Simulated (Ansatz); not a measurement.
# Work function of Ir(110): what the settings cost and change, part 2 of 2

How far do functional and pseudopotentials move the work function of Ir(110), and at what cost?

Ansatz 0.2.0; plane-wave DFT, PBE, Ansatz PAW (the session's first sound run).

So far, work function, upper face (eV): step 2 (slab, setting PBE, Ansatz PAW (420 eV)) 5.03; step 5 (RPBE) 4.87; step 6 (r2SCAN) 5.05; step 7 (PBE JTH) 5.03; step 8 (PBE norm-conserving) 5.03.

### 9. Slab

This step: plane-wave DFT, LDA, norm-conserving (Ansatz 0.2.0).

The input, input.yaml:

```yaml
crystal:
  lattice:
    - [3.84, 0.0, 0.0]
    - [0.0, 2.7152900398, 0.0]
    - [0.0, 0.0, 26.1458701193]
  atoms:
    - { symbol: Ir, position: [0.0, 0.0, 0.3442226233] }
    - { symbol: Ir, position: [0.5, 0.5, 0.3961484155] }
    - { symbol: Ir, position: [0.0, 0.0, 0.4480742078] }
    - { symbol: Ir, position: [0.5, 0.5, 0.5] }
    - { symbol: Ir, position: [0.0, 0.0, 0.5519257922] }
    - { symbol: Ir, position: [0.5, 0.5, 0.6038515845] }
    - { symbol: Ir, position: [0.0, 0.0, 0.6557773767] }
kpoints:
  mp_grid: { grid: [11, 15, 1] }
hamiltonian:
  xc: lda
  pseudopotentials: { kind: nc }
scf:
  occupations: { method: fermi_dirac, width: 0.1 }
  convergence: { dr2_threshold: 1.0e-09 }
efield:
  axis: 3
  dipole_correction: true
  ramp_position: 0.97
  ramp_width: 0.06
output:
  write_potential: true
  write_density: true
  volumetric_format: npy
```

The run is started by

```sh
ansatz run input.yaml --threads 4 --pin off --max-ram 6144MiB --backend cpu --events-out ev --progress --plain --runs-dir out
```

Log:

```text
[...]
Crystal: 7 atoms, lattice volume = 272.616 Å³
Basis set: ecut = 925.187132 eV, 17519 PW (Γ)
Bands: 72, of which v1, the nominal top of the filled ones, is band 60 counted from 1 (59 counted from 0)
Symmetry: 4 space group operations
k-points: 48 of 165
[...]
k-point 0: bands = [... 56 lower, 4.8154, 4.9470, 5.1055, 5.2243, 5.8926, 6.0263, 6.2919, 6.3208, ... 8 higher]
  k-point 1: bands = [... 56 lower, 4.7677, 5.0498, 5.1964, 5.2466, 5.8444, 6.0710, 6.1351, 6.2991, ... 8 higher]
  k-point 2: bands = [... 56 lower, 4.8655, 5.0963, 5.1733, 5.3061, 5.8897, 5.8938, 5.9758, 6.0023, ... 8 higher]
  k-point 47: bands = [... 56 lower, 6.1496, 6.3092, 6.5835, 6.5977, 6.6275, 6.6967, 6.8917, 6.9146, ... 8 higher]
[key lines of the parts left out:]
SCF converged after 9 iterations
Free energy (F): -21892.981098 eV
Fermi energy:    5.795485 eV
Dipole field:    D = -0.000001 V/Å  (p = -0.000001 e·Å, saw-weighted, corrected)
Work function:   Φ+ = 5.3925 eV   Φ− = 5.3925 eV
```

Run time: 4.2 min. Hardware: 4 threads of Arm Neoverse N1, shared host; peak memory 3.1 GiB; 16 min of CPU time.

The work function is 5.392 eV, +0.361 eV from the run “PBE, Ansatz PAW (420 eV)”, at 3.4 times its CPU time.

### 10. Run, setting PBE, all layers relaxed

This step: plane-wave DFT, PBE, Ansatz PAW (Ansatz 0.2.0).

input.yaml, as its differences from that of step 9:

```diff
@@ -16,4 +16,3 @@
 hamiltonian:
-  xc: lda
-  pseudopotentials: { kind: nc }
+  xc: pbe
 scf:
@@ -26,2 +25,5 @@
   ramp_width: 0.06
+relax:
+  f_tol: 0.01
+  max_steps: 40
 output:
```

Log:

```text
[...]
Crystal: 7 atoms, lattice volume = 272.616 Å³
Basis set: ecut = 420 eV, 5359 PW (Γ), exchange–correlation on 54×40×360 points (8 copies of the dense FFT grid, shifted against one another)
Bands: 72, of which v1, the nominal top of the filled ones, is band 60 counted from 1 (59 counted from 0)
Symmetry: 4 space group operations
k-points: 48 of 165
[...]
atoms:
    - { symbol: Ir, position: [0.0, 0.0, 0.347085] }
    - { symbol: Ir, position: [0.5, 0.5, 0.392770] }
    - { symbol: Ir, position: [0.0, 0.0, 0.448885] }
    - { symbol: Ir, position: [0.5, 0.5, 0.500000] }
    - { symbol: Ir, position: [0.0, 0.0, 0.551115] }
    - { symbol: Ir, position: [0.5, 0.5, 0.607230] }
    - { symbol: Ir, position: [0.0, 0.0, 0.652915] }
[key lines of the parts left out:]
SCF converged after 7 iterations
Free energy (F): -83543.521047 eV
Fermi energy:    6.154723 eV
Dipole field:    D = 0.000000 V/Å  (p = 0.000000 e·Å, saw-weighted, corrected)
Work function:   Φ+ = 5.0112 eV   Φ− = 5.0112 eV
```

Wall time 3.9 min (4 threads); peak memory 1.1 GiB; 15 min of CPU time.

The relaxation took 5 steps and lowered the energy by 0.17 eV; the largest force on the free atoms ends at 0.0059 eV/Å.

The work function is 5.011 eV, -0.020 eV from the run “PBE, Ansatz PAW (420 eV)”, at 3.2 times its CPU time.

### 11. Slab

This step: plane-wave DFT, PBE, fully relativistic PAW with spin-orbit coupling (Ansatz 0.2.0).

input.yaml, as its differences from that of step 10:

```diff
@@ -17,2 +17,3 @@
   xc: pbe
+  pseudopotentials: { kind: paw_fr }
 scf:
@@ -25,5 +26,5 @@
   ramp_width: 0.06
-relax:
-  f_tol: 0.01
-  max_steps: 40
+magnetization:
+  noncollinear: true
+  spin_orbit: true
 output:
```

Log:

```text
[...]
non-collinear run that drives no moment, with spin-orbit: no starting moment large enough to seed its density (crystal.atoms[].spin), no starting occupations that ask for one, no magnetisation constraint and no magnetic field, so the semilocal B_xc is pinned to zero
Crystal: 7 atoms, lattice volume = 272.616 Å³
[...]
k-point 1: bands = [... 115 lower, 5.4687, 5.5225, 5.5225, 5.6667, 5.6667, 6.1817, 6.1817, 6.3288, ... 21 higher]
  k-point 2: bands = [... 115 lower, 5.4331, 5.6203, 5.6203, 5.6629, 5.6629, 6.1281, 6.1281, 6.1410, ... 21 higher]
  k-point 47: bands = [... 115 lower, 6.6755, 6.8474, 6.8474, 6.9675, 6.9675, 7.0158, 7.0158, 7.1303, ... 21 higher]
[key lines of the parts left out:]
SCF converged after 12 iterations
Magnetization: |M| = 0.0000 μB,  M = (+0.0000, +0.0000, +0.0000) μB
Free energy (F): -83766.502883 eV
Fermi energy:    6.171593 eV
Dipole field:    D = 0.000000 V/Å  (p = 0.000000 e·Å, saw-weighted, corrected)
Work function:   Φ+ = 5.0214 eV   Φ− = 5.0214 eV
```

Wall time 9.8 min (4 threads); peak memory 5.1 GiB.

The work function is 5.021 eV, -0.010 eV from the run “PBE, Ansatz PAW (420 eV)”, at 8.3 times its CPU time.

### 12. Side by side

Times are for 4 threads of Arm Neoverse N1, shared host. Results by setting:

| no. | setting | work function, upper face (eV) | time | memory (GiB) |
| --- | --- | --- | --- | --- |
| 1 | PBE, Ansatz PAW (420 eV) | 5.031 | 82 s | 1.3 |
| 2 | LDA, Ansatz PAW (420 eV) | 5.389 | 78 s | 1.2 |
| 3 | PBEsol, Ansatz PAW (420 eV) | 5.143 | 80 s | 1.3 |
| 4 | RPBE, Ansatz PAW (420 eV) | 4.873 | 75 s | 1.3 |
| 5 | r2SCAN, Ansatz PAW (500 eV) | 5.049 | 3.2 min | 1.9 |
| 6 | PBE, JTH PAW (720 eV) | 5.035 | 4.9 min | 2.2 |
| 7 | PBE, norm-conserving (925 eV) | 5.031 | 4.4 min | 3.1 |
| 8 | LDA, norm-conserving (925 eV) | 5.392 | 4.2 min | 3.1 |
| 9 | PBE, all layers relaxed | 5.011 | 3.9 min | 1.1 |
| 10 | PBE with spin-orbit coupling (420 eV) | 5.021 | 9.8 min | 5.1 |

### 13. Varying the input

This step: plane-wave DFT, PBE, Ansatz PAW (Ansatz 0.2.0).

An input spoilt on purpose, to show how the run answers: it repeats the earlier run “PBE, Ansatz PAW (420 eV)” with efield.ramp_position from 0.97 to 0.475, and scf.max_iter set to 60; its output block differs too.

input.yaml, as its differences from that of step 11:

```diff
@@ -17,3 +17,2 @@
   xc: pbe
-  pseudopotentials: { kind: paw_fr }
 scf:
@@ -21,2 +20,3 @@
   convergence: { dr2_threshold: 1.0e-09 }
+  max_iter: 60
 efield:
@@ -24,7 +24,4 @@
   dipole_correction: true
-  ramp_position: 0.97
+  ramp_position: 0.475
   ramp_width: 0.06
-magnetization:
-  noncollinear: true
-  spin_orbit: true
 output:
```

Log:

```text
Engine: ansatz 0.2.0, aarch64-unknown-linux-gnu
Pseudopotentials: kind: paw
Pseudopotential: Ir, paw, valence charge 17, recommended cutoff 420 eV (normal), Ir.paw.azcp
Functional definition: PBE
  parameter kappa = 0.804
  parameter beta = 0.066725
  exchange = pbe_x(kappa = kappa, mu = beta*pi^2/3)
  correlation = pbe_c(beta = beta)
Crystal: 7 atoms, lattice volume = 272.616 Å³
Basis set: ecut = 420 eV, 5359 PW (Γ)
Bands: 72, of which v1, the nominal top of the filled ones, is band 60 counted from 1 (59 counted from 0)
Symmetry: 4 space group operations
k-points: 48 of 165
Non-local potential: Ir, projectors of the file, l = 0: 3, l = 1: 2, l = 2: 2, l = 3: 1
PAW form: soft (Blöchl's): semilocal exchange-correlation on the pseudo side does not see the compensation charge
PAW one-centre angular grid: Ir, 590 points (default); XC on 64 Gauss nodes
Initial density: superposition of atomic densities (neutral atoms: chi_scale 0, normalization atom), corrected by the library's trained network
Initial wavefunctions: pseudopotential atomic-orbital guess
Functional: x = pbe(κ = 0.804, μ = 0.219515), c = pbe(β = 0.066725)
Error: efield: ion 3 (Ir) at fractional coordinate 0.5000 along the field axis lies inside the sawtooth ramp with 2 of the planes that the density is read on at each end, [0.4639, 0.5461] — the ramp must sit in vacuum (an ion there feels the fictitious reversed slope); set or move the ramp (efield.ramp_position / ramp_width) or move the geometry
```

Wall time 0.38 s (4 threads); peak memory 0.54 GiB.

The program refused the input before any cycle.

The program's message: “Error: efield: ion 3 (Ir) at fractional coordinate 0.5000 along the field axis lies inside the sawtooth ramp with 2 of the planes that the density is read on at each end, [0.4639, 0.5461] — the ramp m …”

The fault put into the input: the ramp among the atoms.

### 14. Summary of results

| Property | Result |
| --- | --- |
| work function, PBE, Ansatz PAW (420 eV) | 5.031 eV |
| work function, LDA, Ansatz PAW (420 eV) | 5.389 eV |
| work function, RPBE, Ansatz PAW (420 eV) | 4.873 eV |
| work function, r2SCAN, Ansatz PAW (500 eV) | 5.049 eV |
| work function, LDA, norm-conserving (925 eV) | 5.392 eV |
| work function, PBE, all layers relaxed | 5.011 eV |
| work function, PBE with spin-orbit coupling (420 eV) | 5.021 eV |

**Reading.** PBE on the default files gives 5.03 eV, and the settings tried spread the value from 4.87 to 5.39 eV. At one geometry LDA lies 0.36 eV above PBE. The choice of pseudopotentials moves the PBE value by 0.003 eV. Relaxing the layers changes it by -0.020 eV. Spin-orbit coupling, on the fully relativistic files, changes it by -0.01 eV. A compiled measured value is 5.42 eV (arxiv:1902.07811, 2019), but the real face reconstructs and these slabs don't, so it is no test of the method. The ladder's slabs use the tabulated experimental lattice constant (two decimals; a low-temperature value for the alkali metals).

[Long decimals in the printed logs are rounded to 6 places.]

[Logs are printed without paths, hosts, clocks, repeated set-up lines and the standing remarks that a program may print on its own settings, such as how far it seeks lower states.]

[Hosts, paths, dates, database ids (printed as entryN), source tags and the programs' standing remarks are cut or masked in the printed files.]

[Maps of the electrostatic potential energy from Ansatz leave out the sawtooth potential of an applied field or a dipole correction, so their vacuum need not be flat; planar profiles and work functions include it.]
